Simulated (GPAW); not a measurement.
Consider SrNbO3 (Pm-3m).

```xyz
5
Lattice="4.0697 0.0000 0.0000 0.0000 4.0697 0.0000 0.0000 0.0000 4.0697" Properties=species:S:1:pos:R:3 pbc="T T T"
Nb    0.0000    0.0000    0.0000
Sr    2.0348    2.0348    2.0348
O     2.0348    0.0000    0.0000
O     0.0000    0.0000    2.0348
O     0.0000    2.0348    0.0000
```

Absorber: atom 1, with 6 O at 2.03 Å (octahedral, site symmetry m-3m). Method: GPAW, LDA, excited-electron core hole (neutral cell), 20-atom cell with 7.0 Å between holes, 4×4×4 k points, dipole transitions, Gaussian full width 1.66 eV up to 4 eV, rising linearly to 3.5 eV at 25 eV.

Question: Where do the maxima of the Nb L₃ edge fall?

Main maxima up to 30 eV above the zero (height): 1.0 eV (3.01), 3.0 eV (3.15) and 18.2 eV (0.55). At an L edge the dipole rule selects empty d (and weakly s) states on the absorber, and the strong line at the onset measures the empty part of its d band. 

The Nb L₃ spectrum (energy from the lowest empty level; intensity scaled to a mean of 1 over the first 20 eV):

```csv
E (eV),intensity
-2.0,0.01
-1.0,0.23
0.0,1.74
1.0,3.01
2.0,2.67
3.0,3.15
4.0,2.45
5.0,1.45
6.0,1.08
7.0,0.77
8.0,0.33
9.0,0.13
10.0,0.15
11.0,0.23
12.0,0.29
13.0,0.30
14.0,0.34
15.0,0.37
16.0,0.43
17.0,0.51
18.0,0.55
19.0,0.53
20.0,0.46
21.0,0.35
22.0,0.27
23.0,0.24
24.0,0.26
25.0,0.32
26.0,0.40
27.0,0.47
28.0,0.50
29.0,0.50
30.0,0.51
31.0,0.54
```

Only the L₃ part is meant: spin–orbit coupling of the core level isn't computed and the L₂ copy isn't added. The script folds with a Gaussian, whereas the core hole's own line is a Lorentzian, so the onset is too steep and the first peak too high. The primitive cell holds an odd number of electrons, so a spin-paired run has to come out metallic; that is right for a metal, but some such compounds are magnetic or distorted insulators. Lifetime broadening is put in by hand, and intensities beyond about 20 eV depend on it and on the partial waves; weight that the partial waves miss at high energy is lost. The structure is a computed Materials Project entry and may be a hypothetical form.

[Banner, clock and machine lines of the logs are left out without a mark of their own.]

[Logs are printed without paths, hosts, clocks, repeated set-up lines and the standing remarks that a program may print on its own settings, such as how far it seeks lower states.]

[Hosts, paths, dates, database ids (printed as entryN), source tags and the programs' standing remarks are cut or masked in the printed files.]

[Lists of maxima count a maximum above −3 eV only where it reaches 4 % of the highest in the window and stands out from its surroundings by 2 % of it (1.5 % where it reaches 55 %); shoulders and weaker maxima are passed over, and of the rest the first, up to two pre-edge ones and the few strongest are named.]
